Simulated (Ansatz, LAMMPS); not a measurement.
## Liquid mixture of acetonitrile and H2O at 300 K (204 atoms): a reference run and its variants

Density of this cell: 0.723 g/cm³. The cell holds 204 atoms: 58 C, 29 N, 107 H and 10 O. Cell: a = 14.656 Å, b = 14.656 Å, c = 14.656 Å, α = 90.0°, β = 90.0°, γ = 90.0°. 29 acetonitrile, 10 H2O placed at random, at 0.723 g/cm³; overlaps pushed apart, then 10 ps at 450 K with MMFF94 bonds, angles, torsions, charges and radii (Halgren, J. Comput. Chem. 17, 490 (1996)) in harmonic and 12-6 forms; SPC/E water (Berendsen, Grigera and Straatsma, J. Phys. Chem. 91, 6269 (1987)). Snapshot after 20 ps at 300 K and fixed volume.

Geometry: as built.

Reference run: Kohn-Sham DFT, PBE+D4, PAW (set soft_2), plane waves (Ansatz 0.2.0), cutoff 750 eV, Γ point, gaussian smearing of 0.025 eV.

```
r.m.s. force component                           : 0.8777 eV/Å
gap (highest filled to lowest empty level) : 3.893 eV
SCF cycles                                       : 11
time                                             : 30 s on 8 threads of Intel Xeon Platinum 8488C (Sapphire Rapids), shared host
```

Variants, in no order:
A. support functions medium, spacing 0.275 Å
B. support functions high
C. support functions medium, spacing 0.33 Å

Q: Order the variants from the smallest to the largest r.m.s. change of the forces.

B, A, C.

```
                                     variant  Δ force, r.m.s. (meV/Å)  share of r.m.s. force (%)  time over the reference's
                   B. support functions high                     0.93                      0.106                         12
A. support functions medium, spacing 0.275 Å                     15.6                       1.78                        1.3
 C. support functions medium, spacing 0.33 Å                     47.7                       5.44                        1.2
```

[Logs are printed without paths, hosts, clocks, repeated set-up lines and the standing remarks that a program may print on its own settings, such as how far it seeks lower states.]

[Hosts, paths, dates, database ids (printed as entryN), source tags and the programs' standing remarks are cut or masked in the printed files.]

[The MMFF94 radii named for the starting cell were scaled by 0.96; in molecules described by MMFF94, hydrogen bound to N, O or S took a small fixed 12-6 site in their place.]
